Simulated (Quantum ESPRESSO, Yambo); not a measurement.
# A GW chain in Yambo: BiOBr (P4/nmm), part 2 of 3

Aim: the G0W0 gap of BiOBr (P4/nmm) on PBEsol with spin-orbit coupling, step by step.

Quantum ESPRESSO 7.5 and Yambo 5.3.0; PBEsol and many-body steps on it, plane waves. Known limits of the many-body steps: not at the basis limit; coarse k mesh.

So far. Step 2 (Ground state): The gap is indirect, with the least direct gap 0.07 eV higher. Step 3 (Bands along the symmetry lines): The gap is 1.771 eV, −0.064 eV from the run before at this level.

The database entry behind the starting cell differs from later determinations by our own check (0.1 to 0.3 % short, probably kX units), so it need not match the best structure at ambient conditions.

## Step 4: Empty states on the mesh, 4×4×2 mesh, 260 bands

Level of this step: DFT, PBEsol with spin-orbit coupling, plane waves, norm-conserving pseudopotentials (Quantum ESPRESSO).

The sums over transitions need many empty states on a uniform mesh; this step solves for them.

pw.in reads:

```
&control
  calculation = 'nscf'
  prefix = 'x'
  outdir = 'o'
  pseudo_dir = 'pseudo'
/
&system
  ibrav = 0
  nat = 6
  ntyp = 3
  ecutwfc = 76.0
  nbnd = 260
  force_symmorphic = .true.
  noncolin = .true.
  lspinorb = .true.
/
&electrons
  conv_thr = 1e-9
  electron_maxstep = 80
  diago_full_acc = .true.
  diago_thr_init = 5e-6
/
ATOMIC_SPECIES
  Bi 208.98 Bi.upf
  Br 79.904 Br.upf
  O 15.999 O.upf
CELL_PARAMETERS angstrom
  3.9160000000 0.0000000000 0.0000000000
  0.0000000000 3.9160000000 0.0000000000
  0.0000000000 0.0000000000 8.0770000000
ATOMIC_POSITIONS crystal
  Bi 0.0000000000 0.5000000000 0.1540000000
  Bi 0.5000000000 0.0000000000 0.8460000000
  Br 0.0000000000 0.5000000000 0.6530000000
  Br 0.5000000000 0.0000000000 0.3470000000
  O 0.0000000000 0.0000000000 0.0000000000
  O 0.5000000000 0.5000000000 0.0000000000
K_POINTS automatic
  4 4 2 0 0 0
```

Run with:

```console
> OMP_NUM_THREADS=1 mpirun -n 16 pw.x -nk 4 -in pw.in > pw.out
```

The program printed:

```text
[banner, memory and clock lines left out]
Program PWSCF v.7.5 starts

     Atomic positions and unit cell read from directory:
     o/x.save/

     Message from routine setup:
     using ibrav=0 with symmetry is DISCOURAGED, use correct ibrav instead

     bravais-lattice index     =            0
     lattice parameter (alat)  =       7.4002  a.u.
     unit-cell volume          =     835.8571 (a.u.)^3
     number of atoms/cell      =            6
     number of atomic types    =            3
     number of electrons       =        92.00
     number of Kohn-Sham states=          260
     kinetic-energy cutoff     =      76.0000  Ry
     charge density cutoff     =     304.0000  Ry
     Exchange-correlation= PBESOL
                           (   1   4  10   8   0   0   0)
     Non magnetic calculation with spin-orbit

     celldm(1)=   7.400168  celldm(2)=   0.000000  celldm(3)=   0.000000
     celldm(4)=   0.000000  celldm(5)=   0.000000  celldm(6)=   0.000000

     crystal axes: (cart. coord. in units of alat)
               a(1) = (   1.000000   0.000000   0.000000 )
               a(2) = (   0.000000   1.000000   0.000000 )
               a(3) = (   0.000000   0.000000   2.062564 )

     reciprocal axes: (cart. coord. in units 2 pi/alat)
               b(1) = (  1.000000  0.000000  0.000000 )
               b(2) = (  0.000000  1.000000  0.000000 )
               b(3) = (  0.000000  0.000000  0.484833 )
     Pseudo is Norm-conserving + core correction, Zval = 23.0
     Generated using ONCVPSP code by D. R. Hamann
     Using radial grid of 1562 points, 10 beta functions with:
     Pseudo is Norm-conserving + core correction, Zval = 17.0
     Generated using ONCVPSP code by D. R. Hamann
     Using radial grid of 1110 points, 10 beta functions with:
     Pseudo is Norm-conserving + core correction, Zval =  6.0
     Generated using ONCVPSP code by D. R. Hamann
     Using radial grid of  936 points,  8 beta functions with:
     Bi               23.00   208.98000     Bi( 1.00)
     Br               17.00    79.90400     Br( 1.00)
     O                 6.00    15.99900     O ( 1.00)

      8 Sym. Ops. (no inversion) found

   Cartesian axes

     site n.     atom                  positions (alat units)
         1        Bi     tau(   1) = (   0.0000000   0.5000000   0.3176348  )
         2        Bi     tau(   2) = (   0.5000000   0.0000000   1.7449290  )
         3        Br     tau(   3) = (   0.0000000   0.5000000   1.3468542  )
         4        Br     tau(   4) = (   0.5000000   0.0000000   0.7157097  )
         5        O      tau(   5) = (   0.0000000   0.0000000   0.0000000  )
         6        O      tau(   6) = (   0.5000000   0.5000000   0.0000000  )

     number of k points=    12
                       cart. coord. in units 2pi/alat
        k(    1) = (   0.0000000   0.0000000   0.0000000), wk =   0.0312500
        k(    2) = (   0.0000000   0.0000000  -0.2424167), wk =   0.0312500
        k(    3) = (   0.0000000   0.2500000   0.0000000), wk =   0.1250000
[...]
k(   11) = (  -0.5000000  -0.5000000   0.0000000), wk =   0.0312500
        k(   12) = (  -0.5000000  -0.5000000  -0.2424167), wk =   0.0312500

     Dense  grid:    74789 G-vectors     FFT dimensions: (  45,  45,  90)

     The potential is recalculated from file :
     o/x.save/charge-density

     Starting wfcs are  104 randomized atomic wfcs +  156 random wfcs

     Band Structure Calculation

     End of band structure calculation

          k = 0.0000 0.0000 0.0000 (  9399 PWs)   bands (ev):

  -142.2674-142.2674-142.2673-142.2673 -98.8781 -98.8781 -98.8780 -98.8780
   -74.1556 -74.1556 -74.1552 -74.1552 -74.1476 -74.1476 -74.1473 -74.1473
   -50.2358 -50.2358 -50.2358 -50.2358 -50.2125 -50.2125 -50.2124 -50.2124
   -49.1557 -49.1557 -49.1557 -49.1557 -49.1357 -49.1357 -49.1356 -49.1356
[...]
[... 21 further rows ...]
[...]
49.0527  49.0527  49.2378  49.2378

          k = 0.0000 0.0000-0.2424 (  9314 PWs)   bands (ev):

  -142.2673-142.2673-142.2672-142.2672 -98.8781 -98.8781 -98.8780 -98.8780
[...]
[... 21 further rows ...]
[...]
49.3626  49.3628  49.4020  49.4023

          k = 0.0000 0.2500 0.0000 (  9377 PWs)   bands (ev):

  -142.2673-142.2673-142.2673-142.2673 -98.8781 -98.8781 -98.8780 -98.8780
[...]
6.4021   6.4021   7.0142   7.0142   7.1764   7.1764   7.3640   7.3640
     [... 21 further rows ...]
    47.2836  47.2836  47.4223  47.4223  47.6639  47.6639  47.9175  47.9175
    47.9648  47.9648  48.7471  48.7472

          k = 0.0000 0.2500-0.2424 (  9332 PWs)   bands (ev):

     [... further k-points ...]

     highest occupied, lowest unoccupied level (ev):     9.5638   11.4709

     XML data file, pseudopotentials, collected wavefunctions
```

It took 83 s on 16 MPI ranks of Arm Neoverse V2, shared host; peak memory 2.7 GiB.

Numbers from this step:

```yaml
gap: 1.907 eV
k_of_the_valence_top: 0, -0.5, -0.5
k_of_the_conduction_bottom: 0, 0, -0.5
least_direct_gap: 1.909 eV
k_points_computed: 12
lowest_point_of_the_top_converged_band_above_the_valence_top: 38.12 eV
```

On this mesh the gap is 1.907 eV. The earlier step found 1.835 eV, so this mesh misses an edge.

## Step 5: Conversion and set-up

This step: Yambo 5.3.0; conversion and set-up on PBEsol with spin-orbit coupling, plane waves, norm-conserving pseudopotentials.

The states are converted to the many-body program's format and the q mesh is built.

Run with:

```console
> (cd o/x.save; p2y > p2y.log; mv SAVE ../..); yambo > setup.log
```

The program printed:

```text
 Yambo, version 5.3.0

 [02] CORE Variables Setup
 =========================

  [02.01] Unit cells
  ==================

  Cell kind             :  Unknown
  Atoms in the cell     :  Bi  Br  O
  number of Bi atoms    :  2
  number of Br atoms    :  2
  number of O  atoms    :  2

  List of atomic masses
  Mass of Bi    :  208.9800
  Mass of Br    :  79.90400
  Mass of O     :  15.99900

  List of atomic coordinates    : [cc]
  Bi1       :  0.000000  3.700084  2.350551  order 1
  Bi2       :   3.70008   0.00000  12.91277  order 2
  Br1       :  0.000000  3.700084  9.966947  order 3
  Br2       :  3.700084  0.000000  5.296371  order 4
  O1       :  0.000000  0.000000  0.000000  order 5
  O2       :  3.700084  3.700084  0.000000  order 6

  Alat factors          :   7.40017   7.40017  15.26332 [a.u.]
  Direct lattice volume :  835.8571 [a.u.]
  Direct lattice vectors:  A[ 1 ]  A[ 2 ]  A[ 3 ]
   A[ 1 ]:  1.000000  0.000000  0.000000  [iru]
   7.400168  0.000000  0.000000  [cc]
   A[ 2 ]:  0.000000  1.000000  0.000000  [iru]
   0.000000  7.400168  0.000000  [cc]
   A[ 3 ]:  0.000000  0.000000  1.000000  [iru]
    0.00000   0.00000  15.26332  [cc]

  Recip. lattice volume :  0.296761 [a.u.]
  Recip. lattice vectors:  B[ 1 ]  B[ 2 ]  B[ 3 ]
   B[ 1 ]:  1.000000  0.000000  0.000000  [iku]
   0.849060  0.000000  0.000000  [cc]
   B[ 2 ]:  0.000000  1.000000  0.000000  [iku]
   0.000000  0.849060  0.000000  [cc]
   B[ 3 ]:  0.000000  0.000000  1.000000  [iku]
   0.000000  0.000000  0.411653  [cc]

  [02.02] Symmetries
  ==================

  Inversion symmetry    : yes
  Spatial inversion     : no
  Inversion index       :   9
  K-space Time-reversal : yes
  Magnetic symmetries   : no
  Time-reversal derived K-space symmetries:   9  16
  Group table correct   : yes
  Symmetries units      :  [cc]

   [S  1]:  1.000000  0.000000  0.000000  0.000000  1.000000  0.000000  0.000000  0.000000  1.000000
   [S  2]: -1.000000  0.000000  0.000000  0.000000 -1.000000  0.000000  0.000000  0.000000  1.000000
   [S  3]:  0.000000  1.000000  0.000000  1.000000  0.000000  0.000000  0.000000  0.000000 -1.000000
[...]
[S  7]:  0.000000  1.000000  0.000000 -1.000000  0.000000  0.000000  0.000000  0.000000 -1.000000
   [S  8]:  0.000000 -1.000000  0.000000  1.000000  0.000000  0.000000  0.000000  0.000000 -1.000000
   [S* 9]: -1.000000 -0.000000 -0.000000 -0.000000 -1.000000 -0.000000 -0.000000 -0.000000 -1.000000
   [S*10]:  1.000000 -0.000000 -0.000000 -0.000000  1.000000 -0.000000 -0.000000 -0.000000 -1.000000
     [... 4 further rows ...]
   [S*15]: -0.000000 -1.000000 -0.000000  1.000000 -0.000000 -0.000000 -0.000000 -0.000000  1.000000
   [S*16]: -0.000000  1.000000 -0.000000 -1.000000 -0.000000 -0.000000 -0.000000 -0.000000  1.000000

  [02.03] Reciprocal space
  ========================

  nG shells         :   4548
  nG charge         :   74789
[...]
K [ 9]         [rlu]:  0.250000 -0.500000  0.000000
[...]
K [10]         [rlu]:  0.250000 -0.500000 -0.500000
[...]
K [11]         [rlu]: -0.500000 -0.500000  0.000000
         WF components:   9372
  K [12]         [rlu]: -0.500000 -0.500000 -0.500000
         WF components:   9400

  [02.05] Energies & Occupations
  ==============================

  [X] === General ===
  [X] Electronic Temperature                        :  0.000000  0.000000 [eV K]
  [X] Bosonic    Temperature                        :  0.000000  0.000000 [eV K]
  [X] Finite Temperature mode                       : no
  [X] El. density                                   :  0.74277E+24 [cm-3]
  [X] Fermi Level                                   :  9.563776 [eV]

  [X] === Gaps and Widths ===
  [X] Conduction Band Min                           :  1.907092 [eV]
  [X] Valence Band Max                              :  0.000000 [eV]
  [X] Filled Bands                                  :   92
  [X] Empty Bands                                   :   93  260
  [X] Direct Gap                                    :  1.908719 [eV]
  [X] Direct Gap localized at k                     :  2
  [X] Indirect Gap                                  :  1.907092 [eV]
  [X] Indirect Gap between kpts                     :   6   2
  [X] Last valence band width                       :  1.039323 [eV]
  [X] 1st conduction band width                     :  1.621804 [eV]

  E @ K [ 1]:  [eV]
  -151.8311 -151.8311 -151.8311 -151.8311 -108.4418 -108.4418 -108.4418 -108.4418
[...]
[... 11 further rows ...]
[...]
occ @ K [ 1]
[...]
[... 11 further rows ...]
[...]
E @ K [ 2]:  [eV]
[...]
occ @ K [ 2]
[...]
E @ K [ 3]:  [eV]
[...]
occ @ K [ 3]
[...]
E @ K [ 8]:  [eV]
[...]
occ @ K [ 8]
[...]
E @ K [ 9]:  [eV]
[...]
occ @ K [ 9]
[...]
E @ K [10]:  [eV]
[...]
occ @ K [10]
[...]
E @ K [11]:  [eV]
[...]
occ @ K [11]
[...]
E @ K [12]:  [eV]
[...]
[... 11 further rows ...]
[...]
occ @ K [12]
[...]
[... 11 further rows ...]
   0.000000  0.000000  0.000000  0.000000  0.000000  0.000000  0.000000  0.000000
   0.000000  0.000000  0.000000  0.000000  0.000000  0.000000  0.000000  0.000000

 [03] Transferred momenta grid and indexing
 ==========================================

 IBZ Q-points                                      :  12
 BZ  Q-points                                      :   32

 K/Q-points units:
 rlu = crystal or reduced units; cc = cartesian coordinates; iku = interal k-units

 Q [ 1]         [rlu]:  0.000000  0.000000  0.000000
 Q [ 2]         [rlu]:  0.000000  0.000000 -0.500000
 Q [ 3]         [rlu]:  0.000000  0.250000  0.000000
[...]
Q [ 8]         [rlu]:  0.250000  0.250000 -0.500000
 Q [ 9]         [rlu]:  0.250000 -0.500000  0.000000
 Q [10]         [rlu]:  0.250000 -0.500000 -0.500000
 Q [11]         [rlu]: -0.500000 -0.500000  0.000000
 Q [12]         [rlu]: -0.500000 -0.500000 -0.500000

  [03.01] X indexes
  =================

   [03.01.01] Sigma indexes
   ========================

 [06] Game Over & Game summary
```

Wall time 4.9 s (1 MPI rank); peak memory 0.25 GiB.

[end of part 2 of 3]

[Paths, hosts, dates, memory and timing lines, banners, echoed tables and standing remarks are left out of the program output.]

[Logs are printed without paths, hosts, clocks, repeated set-up lines and the standing remarks that a program may print on its own settings, such as how far it seeks lower states.]

[Runs of the session that timed out or met a known fault of the program may be left out.]

[Hosts, paths, dates, database ids (printed as entryN), source tags and the programs' standing remarks are cut or masked in the printed files.]
